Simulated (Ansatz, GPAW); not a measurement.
# Reading EPR parameters

A crystal has the composition MAl2O4, where M is a 3d element. A calculation (PBE+U, spin-orbit coupling in second variation, Ansatz) gives:

| Item | Value |
| --- | --- |
| S | 5/2 |
| g, averaged over the cell's ions | 2.0023 (isotropic) |
| moment in its sphere | 3.99 μB |

Q: Name the magnetic ion and its oxidation state.

The crystal is MnAl2O4, space group Fd-3m. The spin sits on Mn, with 4 O at 2.00 Å round it. With the usual charges of the other elements M must be +2. The high-spin ion of that charge with S = 5/2 in this row is Mn²⁺ high-spin d⁵. Low-spin ions are left aside. The shift from the free-electron value is small, as for a half-filled shell without orbital momentum.

[Hosts, paths, dates, database ids (printed as entryN), source tags and the programs' standing remarks are cut or masked in the printed files.]
